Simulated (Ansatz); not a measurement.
## (ZnS)1(MgS)3 [0001] superlattice, started as wurtzite: from the cell to its phonons

The cell of (ZnS)1(MgS)3 [0001] superlattice, started as wurtzite is at rest. What are its phonons?

Program: Ansatz 0.2.0. Level of theory: DFT PBE, scalar-relativistic, plane waves, PAW. Results are calculated unless marked as measured.

The structure was built from a prototype and need not be the compound's stable phase.

## (1) The starting structure

The structure is trigonal, space group P3m1 (No. 156). Conventional cell: a = 3.996 Å, b = 3.996 Å, c = 12.949 Å, α = 90.00°, β = 90.00°, γ = 120.00°. Nearest to Mg lie 4 S at 2.44 to 2.47 Å. Nearest to Mg lie 4 S at 2.45 to 2.47 Å. Mg has 4 S at 2.45 to 2.48 Å nearest. Nearest to S lie 1 Zn at 2.36 Å and 3 Mg at 2.44 Å. S has 4 Mg at 2.45 to 2.47 Å nearest. Nearest to S lie 4 Mg at 2.45 to 2.47 Å. Farther neighbours and most contacts between anions are not listed.

## (2) Linear response at the zone centre

The cell comes from relaxations at this level that are not shown. The zone centre is the only wavevector solved here; it holds the modes that light can see, as far as symmetry allows. The response to a homogeneous field gives the Born charges and the dielectric tensor, and its change with displacement the Raman tensors.

input.yaml reads:

```yaml
crystal:
  lattice:
    - [3.9958020394, 0.0, 0.0]
    - [-1.9979010197, 3.4604660746, 0.0]
    - [0.0, 0.0, 12.9485548941]
  atoms:
    - { symbol: Mg, position: [0.6666666667, 0.3333333333, 0.2447114924] }
    - { symbol: Mg, position: [0.3333333333, 0.6666666667, 0.4990292321] }
    - { symbol: Mg, position: [0.6666666667, 0.3333333333, 0.7531254508] }
    - { symbol: S, position: [0.3333333333, 0.6666666667, 0.182858344] }
    - { symbol: S, position: [0.6666666667, 0.3333333333, 0.4354688144] }
    - { symbol: S, position: [0.3333333333, 0.6666666667, 0.6896333053] }
    - { symbol: S, position: [0.6666666667, 0.3333333333, 0.9446074875] }
    - { symbol: Zn, position: [0.3333333333, 0.6666666667, 0.0005658735] }
kpoints:
  mp_grid: { grid: [6, 6, 2] }
hamiltonian:
  xc: pbe
scf:
  occupations: { method: fixed }
output:
  eigenvalues: true
phonons:
  method: dfpt
  dielectric: true
  rigid_motions: translations
  raman: true
```

Launch:

```console
ansatz run input.yaml --threads 4 --pin off --max-ram 14336MiB --backend cpu --events-out ev --progress --plain --runs-dir out
```

Numbers of over 12 decimals in the logs are rounded to 6 here.

Output:

```text
Engine: ansatz 0.2.0, aarch64-unknown-linux-gnu
Pseudopotentials: kind: paw
Pseudopotential: Mg, paw, valence charge 10, recommended cutoff 420 eV (normal), Mg.paw.azcp
Pseudopotential: S, paw, valence charge 6, recommended cutoff 420 eV (normal), S.paw.azcp
Pseudopotential: Zn, paw, valence charge 12, recommended cutoff 420 eV (normal), Zn.paw.azcp
Functional definition: PBE
  parameter kappa = 0.804
  parameter beta = 0.066725
  exchange = pbe_x(kappa = kappa, mu = beta*pi^2/3)
  correlation = pbe_c(beta = beta)
Crystal: 8 atoms, lattice volume = 179.044 Å³
Basis set: ecut = 420 eV, 3523 PW (Γ), exchange–correlation on 54×54×180 points (8 copies of the dense FFT grid, shifted against one another)
Bands: 41, of which v1, the nominal top of the filled ones, is band 33 counted from 1 (32 counted from 0)
Symmetry: 6 space group operations
k-points: 26 of 72 (irreducible under 2 space group operations, time reversal used)
Non-local potential: Mg, projectors of the file, l = 0: 3, l = 1: 2, l = 2: 1
Non-local potential: S, projectors of the file, l = 0: 2, l = 1: 2, l = 2: 2
Non-local potential: Zn, projectors of the file, l = 0: 2, l = 1: 2, l = 2: 3, l = 3: 1
PAW form: soft (Blöchl's): semilocal exchange-correlation on the pseudo side does not see the compensation charge
PAW one-centre angular grid: Mg, 110 points (default); XC on 64 Gauss nodes
PAW one-centre angular grid: S, 110 points (default); XC on 64 Gauss nodes
PAW one-centre angular grid: Zn, 590 points (default); XC on 64 Gauss nodes
Initial density: superposition of atomic densities (neutral atoms: chi_scale 0, normalization atom), corrected by the library's trained network
Initial wavefunctions: pseudopotential atomic-orbital guess
Functional: x = pbe(κ = 0.804, μ = 0.219515), c = pbe(β = 0.066725)
SCF iter   1: F=—  HF=-12708.859186 eV  |F-HF|=—  |Δ(HF+E_count)|=         —  Δρ=7.58e-4  dr2=8.00e-3  ethr=1.77e-3  ⟨swp⟩=5.1  Hψ=3935  notcnv=0  defer=140
preconditioner: auto → Resta (q_TF=auto, 2.310 Å⁻¹)  ε∞=4.2  [insulator: Δε(μ)=2.610 eV  Ē_g=10.081 eV  n_scr=38 (ndim 8)  ℏωp=18.0 eV  f_vac=0.041  ε∞_Penn≈4.2]
SCF iter   2: F=—  HF=-12708.856544 eV  |F-HF|=—  |Δ(HF+E_count)|=   2.64e-3  Δρ=3.84e-4  dr2=1.76e-3  ethr=1.21e-5  ⟨swp⟩=2.4  Hψ=1902  notcnv=0  defer=156
SCF iter   3: F=—  HF=-12708.856138 eV  |F-HF|=—  |Δ(HF+E_count)|=   4.06e-4  Δρ=2.03e-4  dr2=2.10e-4  ethr=2.66e-6  ⟨swp⟩=2.2  Hψ=1239  notcnv=0  defer=156
SCF iter   4: F=—  HF=-12708.856107 eV  |F-HF|=—  |Δ(HF+E_count)|=   3.16e-5  Δρ=1.01e-4  dr2=2.78e-5  ethr=3.18e-7  ⟨swp⟩=2.0  Hψ=1780  notcnv=0  defer=156
SCF iter   5: F=—  HF=-12708.856106 eV  |F-HF|=—  |Δ(HF+E_count)|=   9.37e-7  Δρ=9.10e-5  dr2=8.96e-6  ethr=4.21e-8  ⟨swp⟩=2.0  Hψ=1438  notcnv=0  defer=120
SCF iter   6: F=—  HF=-12708.856105 eV  |F-HF|=—  |Δ(HF+E_count)|=   3.14e-7  Δρ=2.43e-5  dr2=1.33e-6  ethr=1.36e-8  ⟨swp⟩=2.0  Hψ=1437  notcnv=0  defer=88
SCF iter   7: F=—  HF=-12708.856137 eV  |F-HF|=—  |Δ(HF+E_count)|=   3.16e-5  Δρ=5.19e-6  dr2=7.24e-8  ethr=2.02e-9  ⟨swp⟩=2.0  Hψ=1486  notcnv=0  defer=75
SCF iter   8: F=—  HF=-12708.856137 eV  |F-HF|=—  |Δ(HF+E_count)|=   1.31e-7  Δρ=1.25e-6  dr2=3.98e-9  ethr=1.10e-10  ⟨swp⟩=2.0  Hψ=1542  notcnv=0  defer=75
SCF iter   9: F=—  HF=-12708.856137 eV  |F-HF|=—  |Δ(HF+E_count)|=   6.10e-9  Δρ=3.37e-7  dr2=2.98e-10  ethr=6.04e-12  ⟨swp⟩=2.0  Hψ=1540  notcnv=0  defer=75
SCF iter  10: F=-12708.856137 eV  HF=-12708.856137 eV  |F-HF|=0.00e0  |Δ(HF+E_count)|=  6.04e-10  Δρ=1.27e-7  dr2=3.06e-11  ethr=1.00e-12  ⟨swp⟩=14.4  Hψ=7184  notcnv=0
SCF 1 converged in 10 iterations: F = -12708.856137 eV  dr2 = 3.06e-11
  greatest PAW one-centre occupation: 1.000 electrons in one spin orbital (limit 2), on the Mg atom at site 0 (counted from 0), in its partial waves of l = 0
DFPT response loops at Γ: preconditioner auto → Resta (q_TF=auto, 2.310 Å⁻¹)  ε∞=4.8 (no band partly filled); β = 1.00, the filter's whole step (`scf.mixing.beta` (0.50) is not read by the response loops at its default; to damp them type it under 1.00, their step now; it binds the ground state too); Broyden in place of MSR1
── the response to a field inside a basis, on 10×10×4 k-points: an SCF that follows is theirs, and a resumed run solves both again ──
Bands: 34, of which v1, the nominal top of the filled ones, is band 33 counted from 1 (32 counted from 0)
k-points: 110
Initial density: handed on by an earlier stage of this run
Initial wavefunctions: pseudopotential atomic-orbital guess (no wavefunctions were taken with the density)
Eigensolver: Dense (110 Hₖ)
SCF iter   1: F=—  HF=-12708.748494 eV  |F-HF|=—  |Δ(HF+E_count)|=         —  Δρ=3.47e-4  dr2=7.12e-5  ethr=1.00e-1
preconditioner: auto → Resta (q_TF=auto, 2.310 Å⁻¹)  ε∞=5.3  [insulator: Δε(μ)=2.749 eV  Ē_g=8.626 eV  n_scr=38 (ndim 8)  ℏωp=18.0 eV  f_vac=0.042  ε∞_Penn≈5.3]
SCF iter   2: F=—  HF=-12708.748542 eV  |F-HF|=—  |Δ(HF+E_count)|=   4.76e-5  Δρ=1.79e-4  dr2=1.98e-5  ethr=1.08e-7
SCF iter   3: F=—  HF=-12708.748566 eV  |F-HF|=—  |Δ(HF+E_count)|=   2.35e-5  Δρ=7.57e-5  dr2=5.86e-6  ethr=3.01e-8
SCF iter   4: F=—  HF=-12708.748563 eV  |F-HF|=—  |Δ(HF+E_count)|=   2.29e-6  Δρ=1.32e-5  dr2=3.65e-7  ethr=8.88e-9
SCF iter   5: F=—  HF=-12708.748563 eV  |F-HF|=—  |Δ(HF+E_count)|=   2.07e-7  Δρ=3.65e-6  dr2=3.78e-8  ethr=5.54e-10
SCF iter   6: F=—  HF=-12708.748563 eV  |F-HF|=—  |Δ(HF+E_count)|=   4.37e-8  Δρ=1.02e-6  dr2=2.37e-9  ethr=5.72e-11
SCF iter   7: F=—  HF=-12708.748563 eV  |F-HF|=—  |Δ(HF+E_count)|=   4.51e-9  Δρ=2.97e-7  dr2=2.26e-10  ethr=3.59e-12
SCF iter   8: F=-12708.748563 eV  HF=-12708.748563 eV  |F-HF|=1.46e-11  |Δ(HF+E_count)|=  2.56e-10  Δρ=9.68e-8  dr2=1.66e-11  ethr=1.00e-12
SCF 1 converged in 8 iterations: F = -12708.748563 eV  dr2 = 1.66e-11
  greatest PAW one-centre occupation: 1.000 electrons in one spin orbital (limit 2), on the Mg atom at site 2 (counted from 0), in its partial waves of l = 0
DFPT response loops at Γ: preconditioner auto → Resta (q_TF=auto, 2.310 Å⁻¹)  ε∞=4.7 (no band partly filled); β = 1.00, the filter's whole step (`scf.mixing.beta` (0.50) is not read by the response loops at its default; to damp them type it under 1.00, their step now; it binds the ground state too); Broyden in place of MSR1
DFPT response loops at Γ: mixed as the last ones told, above
WARN: field response: ε∞ stands inside a basis, on 10×10×4 points; the force constants stand on the 6×6×2 k-mesh, whose period is 12.01 times the interband length at k = (0.0000, 0.0000, 0.0000), direct gap 2.653 eV, under 14: take them and everything formed from them as unconverged, and compare with a denser kpoints.mp_grid
SCF converged after 10 iterations
[...]
k-point 2: bands = [... 29 lower, 3.0081, 3.1289, 3.4828, 3.5167, 7.3834, 8.3507, 8.9907, 9.1675, ... 4 higher]
  k-point 25: bands = [... 29 lower, 2.4152, 2.5468, 2.8668, 2.9664, 8.1821, 8.6788, 9.0762, 9.3690, ... 4 higher]
--- Phonons (Γ-DFPT): 16 representative perturbations + reference, on 26 of 72 k-points (Σ response iterations 52) ---
  k mesh reduced under 2 symmetry operations, with k and −k counted as one. Each operation leaves every solved perturbation unchanged. A smaller set is not considered because the run solves the response to a homogeneous field
  ASR residual: 2.329e-4 → 0.000e0 eV/Å²; symmetrization residual: 2.348e-5 eV/Å²
  ASR residual per site (eV/Å²): 1.79e-4 7.40e-5 2.33e-4 4.64e-5 1.85e-5 4.20e-5 7.79e-5 1.28e-4
  Γ frequencies (cm⁻¹): 0.00 0.00 0.00 55.76 55.76 67.72 67.72 82.42 82.42 137.74 171.02 223.97 223.97 245.88 293.52 318.79 330.20 330.20 332.89 332.89 342.12 342.12 364.29 386.28
  ε∞ (high-frequency dielectric tensor):
        4.484792    -0.000000    -0.000000
       -0.000000     4.484792     0.000000
       -0.000000     0.000000     4.436397
  ε⁰ (static dielectric tensor: ions relaxed, cell fixed):
        7.519419    -0.000000    -0.000000
       -0.000000     7.519419     0.000000
       -0.000000     0.000000     7.604102
  ε⁰ − ε∞ (ionic part):
        3.034627    -0.000000     0.000000
       -0.000000     3.034627     0.000000
        0.000000     0.000000     3.167705
  softest optical mode at Γ: 55.76 cm⁻¹; the repairs (sum rule, projections) moved no ω² at Γ by more than (2.99 cm⁻¹)²
  Born effective charges Z* (e; rows j = field, columns β = displacement):
    site 0:
         1.86102   -0.00000   -0.00000
         0.00000    1.86102    0.00000
        -0.00000    0.00000    2.01616
    site 1:
         1.87271   -0.00000   -0.00000
        -0.00000    1.87271    0.00000
        -0.00000    0.00000    2.11421
    site 2:
         1.85249   -0.00000   -0.00000
         0.00000    1.85249    0.00000
        -0.00000    0.00000    2.09000
    site 3:
        -1.79988   -0.00000    0.00000
         0.00000   -1.79988   -0.00000
         0.00000   -0.00000   -1.96787
    site 4:
        -1.87896    0.00000    0.00000
        -0.00000   -1.87896   -0.00000
         0.00000   -0.00000   -2.10807
    site 5:
        -1.87504   -0.00000    0.00000
         0.00000   -1.87504   -0.00000
         0.00000   -0.00000   -2.10622
    site 6:
        -2.17838    0.00000    0.00000
         0.00000   -2.17838   -0.00000
         0.00000   -0.00000   -1.74933
    site 7:
         2.14605    0.00000   -0.00000
        -0.00000    2.14605    0.00000
        -0.00000    0.00000    1.71112
  Z* charge neutrality: 1.241e-2 e pre-enforcement
  solved inside a basis spanned on kpoints, on 10×10×4 k-points transformed towards the longest dipole: ε∞ is read to err by 2.0e-2, Z* by 1.7e-2 e (field_mesh: kpoints solves on kpoints); Z* is corrected for what the basis lacks
  Raman tensors (in the event stream and the table raman_tensors.tsv): an entry may err by 2.3e-1 Å², one of the second-order susceptibility by 5.0e-1 pm/V (basis, points and sum rule); their sum over the sites missed zero by 8.966e-4 Å² ahead of its enforcement
  optical modes at Γ without the LO–TO term, one row a degenerate level:
      ω (cm⁻¹)  modes    IR ((D/Å)²/amu)  static Raman (Å⁴/amu)  depolarisation
         55.76      2             0.0163                 0.2031           0.750
         67.72      2             0.0023                 0.5375           0.750
         82.42      2             0.0137                 0.7108           0.750
        137.74      1             0.0582                 0.9130           0.098
        171.02      1             0.0101                 0.7744           0.215
        223.97      2             9.7670                 3.5580           0.750
        245.88      1             1.6901                 3.5577           0.016
        293.52      1             8.5037                 4.8390           0.677
        318.79      1            11.8710                 1.1666           0.745
        330.20      2             0.0842                 4.6719           0.750
        332.89      2            19.4825                 5.0027           0.750
        342.12      2            15.2654                 2.7361           0.750
        364.29      1             2.5221                 2.4607           0.549
        386.28      1             0.0048                 3.5517           0.079
  optical modes at Γ + LO–TO along q̂ = [1.0000, 0.0000, 0.0000]:
      ω (cm⁻¹)  modes    IR ((D/Å)²/amu)  static Raman (Å⁴/amu)  depolarisation
         55.76      1             0.0082                 0.1016           0.750
         55.87      1             0.0028                 0.0867           0.750
         67.72      1             0.0011                 0.2687           0.750
         67.74      1             0.0004                 0.2730           0.750
         82.42      1             0.0069                 0.3554           0.750
         82.48      1             0.0023                 0.3519           0.750
        137.74      1             0.0582                 0.9130           0.098
        171.02      1             0.0101                 0.7744           0.215
        223.97      1             4.8835                 1.7790           0.750
        239.32      1             1.3883                 0.4679           0.750
        245.88      1             1.6901                 3.5577           0.016
        293.52      1             8.5037                 4.8390           0.677
        318.79      1            11.8710                 1.1666           0.745
        330.20      1             0.0421                 2.3360           0.750
        330.20      1             0.0001                 2.3472           0.750
        332.89      1             9.7413                 2.5013           0.750
        337.86      1             0.0791                 1.6552           0.750
        342.12      1             7.6327                 1.3681           0.750
        364.29      1             2.5221                 2.4607           0.549
        386.28      1             0.0048                 3.5517           0.079
        407.24      1            20.8426                 8.3625           0.750
  optical modes at Γ + LO–TO along q̂ = [0.0000, 1.0000, 0.0000]:
      ω (cm⁻¹)  modes    IR ((D/Å)²/amu)  static Raman (Å⁴/amu)  depolarisation
         55.76      1             0.0082                 0.1016           0.750
         55.87      1             0.0028                 0.0867           0.750
         67.72      1             0.0011                 0.2687           0.750
         67.74      1             0.0004                 0.2730           0.750
         82.42      1             0.0069                 0.3554           0.750
[...]
optical modes at Γ + LO–TO along q̂ = [0.0000, 0.0000, 1.0000]:
      ω (cm⁻¹)  modes    IR ((D/Å)²/amu)  static Raman (Å⁴/amu)  depolarisation
[...]
82.42      2             0.0137                 0.7108           0.750
        138.03      1             0.0161                 0.8210           0.098
        171.06      1             0.0024                 0.7410           0.217
        223.97      2             9.7670                 3.5580           0.750
        249.10      1             0.2020                 2.9018           0.000
        302.65      1             0.3396                 2.0105           0.603
        330.20      2             0.0842                 4.6719           0.750
        332.89      2            19.4825                 5.0027           0.750
        342.12      2            15.2654                 2.7361           0.750
        354.58      1             1.7770                 0.5864           0.128
        386.25      1             0.0196                 3.8901           0.108
        409.53      1            22.3032                15.7260           0.742
[key lines of the parts left out:]
Free energy (F): -12708.856137 eV
Fermi energy:    3.693340 eV
```

Run time: 21 min. Hardware: 4 threads of Arm Neoverse V1, shared host; peak memory 3.6 GiB.

This step gave:

```
gap on the k-mesh                                       : 2.653 eV
volume per atom                                         : 22.38 Å³
sum-rule residual before enforcement                    : 2.33e-4 eV/Å²
miss of the charge sum rule                             : 0.01241 e
estimated error of the dielectric tensor                : 0.02014
estimated error of the Born charges                     : 0.01686 e
point group                                             : 3m
highest optical mode at the zone centre (no LO-TO term) : 386.3 cm⁻¹
lowest optical zone-centre mode                         : 55.76 cm⁻¹
mean high-frequency dielectric constant                 : 4.469
largest Born charge (third of the trace)                : -2.035 e
mean static dielectric constant                         : 7.548
top of the zone-centre spectrum with the field          : 409.5 cm⁻¹
```

Without the LO-TO term. Patterns of degenerate modes are one choice out of their space. The modes at Γ (shares of kinetic energy by element, %):

```
mode  frequency (cm⁻¹)  symmetry  Mg %  S %  Zn %
   1               0.0  acoustic    27   48    25
   2               0.0  acoustic    27   48    25
   3               0.0  acoustic    27   48    25
   4              55.8         E    22   42    36
   5              55.8         E    22   42    36
   6              67.7         E    43   55     2
   7              67.7         E    43   55     2
   8              82.4         E    39   51    10
   9              82.4         E    39   51    10
  10             137.7        A1    18   37    44
  11             171.0        A1    43   57     0
  12             224.0         E     0   72    28
  13             224.0         E     0   72    28
  14             245.9        A1    30   48    21
  15             293.5        A1    12   82     6
  16             318.8        A1    58   42     0
  17             330.2         E    56   44     0
  18             330.2         E    56   44     0
  19             332.9         E    57   43     0
  20             332.9         E    57   43     0
  21             342.1         E    56   44     0
  22             342.1         E    56   44     0
  23             364.3        A1    55   42     3
  24             386.3        A1    56   44     0
```

Displacements in mode 4 (55.8 cm⁻¹), the largest set to 1:
```
Mg1  0.09  0.07  0.00
Mg2 -1.00 -0.80  0.00
Mg3 -0.57 -0.46  0.00
S4   0.14  0.11  0.00
S5  -0.98 -0.79  0.00
S6  -0.61 -0.49  0.00
S7   0.75  0.60  0.00
Zn8  0.89  0.71  0.00
```

Displacements in mode 18 (330.2 cm⁻¹), the largest set to 1:
```
Mg1 -0.10  0.03  0.00
Mg2  1.00 -0.35  0.00
Mg3 -0.79  0.28  0.00
S4   0.10 -0.03  0.00
S5  -0.78  0.28  0.00
S6   0.59 -0.21  0.00
S7   0.02 -0.01  0.00
Zn8 -0.01  0.00  0.00
```

Optical modes at the zone centre, without and with the macroscopic field of the longitudinal modes; each column is sorted by frequency, so a row need not hold one and the same mode. Modes with and without the field, by row:

```
rank among optical modes  no field (cm⁻¹)  q along (1, 0, 0) (cm⁻¹)  q along (0, 0, 1) (cm⁻¹)
                       1             55.8                      55.8                      55.8
                       2             55.8                      55.9                      55.8
                       3             67.7                      67.7                      67.7
                       4             67.7                      67.7                      67.7
                       5             82.4                      82.4                      82.4
                       6             82.4                      82.5                      82.4
                       7            137.7                     137.7                       138
                       8              171                       171                     171.1
                       9              224                       224                       224
                      10              224                     239.3                       224
                      11            245.9                     245.9                     249.1
                      12            293.5                     293.5                     302.6
                      13            318.8                     318.8                     330.2
                      14            330.2                     330.2                     330.2
                      15            330.2                     330.2                     332.9
                      16            332.9                     332.9                     332.9
                      17            332.9                     337.9                     342.1
                      18            342.1                     342.1                     342.1
                      19            342.1                     364.3                     354.6
                      20            364.3                     386.3                     386.2
                      21            386.3                     407.2                     409.5
```

(Part 1 of 2 ends here.)

[Logs are printed without paths, hosts, clocks, repeated set-up lines and the standing remarks that a program may print on its own settings, such as how far it seeks lower states.]

[Hosts, paths, dates, database ids (printed as entryN), source tags and the programs' standing remarks are cut or masked in the printed files.]
